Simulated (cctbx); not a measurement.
## Cs3Dy3Pd2Rh across an absorption edge

Space group P-62m (no. 189), a = 9.3440 Å, b = 9.3440 Å, c = 4.7020 Å, α = 90.00°, β = 90.00°, γ = 120.00°.

| atom | mult. | x | y | z | Ueq (Å²) |
| --- | --- | --- | --- | --- | --- |
| Dy1 | 3 | 0 | 0.5862 | 1/2 | 0.0166 |
| Cs1 | 3 | 0 | 0.2479 | 0 | 0.0168 |
| Pd1 | 2 | 2/3 | 1/3 | 0 | 0.0222 |
| Rh1 | 1 | 0 | 0 | 1/2 | 0.0250 |

This is a model crystal, built by substitution and not relaxed, with assumed displacement parameters.

Calculated with cctbx: free-atom f′ and f″ from the Sasaki tables, no fine structure; amplitudes in electrons.

How do |F(hkl)| and |F(−h−k−l)| change across the Rh K edge?

```text
E (eV)    f'(Rh)   f''           |F|2 0 1        |F|2 0 0        |F|1 0 0        |F|1 1 1
  22620   -3.25   0.57      218.6/ 218.6     63.4/  63.4      6.2/   6.2    206.2/ 205.8
  22970   -3.99   0.56      217.6/ 217.6     62.8/  62.8      5.6/   5.6    206.2/ 205.8
  23100   -4.67   0.55      216.9/ 216.9     62.3/  62.3      5.0/   5.0    206.3/ 205.9
  23160   -5.33   0.55      216.2/ 216.2     61.7/  61.7      4.4/   4.4    206.4/ 206.1
  23190   -5.98   0.55      215.6/ 215.6     61.1/  61.1      3.8/   3.8    206.6/ 206.3
  23205   -6.62   0.55      214.9/ 214.9     60.5/  60.5      3.2/   3.2    206.8/ 206.5
  23212   -7.19   0.55      214.4/ 214.4     59.9/  59.9      2.7/   2.7    206.9/ 206.7
  23216   -7.80   0.55      213.8/ 213.8     59.3/  59.3      2.1/   2.1    207.1/ 206.9
  23224   -8.75   3.65      213.0/ 213.0     58.7/  58.7      2.6/   2.6    204.5/ 210.0
  23228   -7.54   3.65      214.2/ 214.2     59.8/  59.8      3.3/   3.3    204.2/ 209.6
  23235   -6.80   3.65      214.9/ 214.9     60.6/  60.6      3.8/   3.8    203.9/ 209.3
  23250   -6.06   3.64      215.6/ 215.6     61.3/  61.3      4.4/   4.4    203.7/ 209.1
  23280   -5.34   3.63      216.2/ 216.2     62.0/  62.0      5.1/   5.1    203.5/ 208.8
  23370   -4.39   3.61      217.0/ 217.0     63.0/  63.0      6.0/   6.0    203.2/ 208.4
  23620   -3.37   3.54      217.6/ 217.6     64.2/  64.2      7.2/   7.2    202.8/ 207.8
```

The edge is at 23220 eV. f′ of Rh falls from -4.7 e at 23100 eV to -7.8 e at 4 eV below it, and f″ steps from 0.55 to 3.65 e across it. Over that approach |F| changes by -1 % (2 0 1), -5 % (2 0 0), -58 % (1 0 0) and +0 % (1 1 1): a reflection falls where Rh scatters in phase with the total and rises where it scatters against it; it hardly moves where the Rh term is small or cancels by symmetry or lies in quadrature to the total. The f″ term interferes with the normal scattering with opposite sign for the two Friedel mates. The largest Friedel difference in the scan is 2.7 % of the mean (1 1 1, at 23224 eV).

[Logs are printed without paths, hosts, clocks, repeated set-up lines and the standing remarks that a program may print on its own settings, such as how far it seeks lower states.]
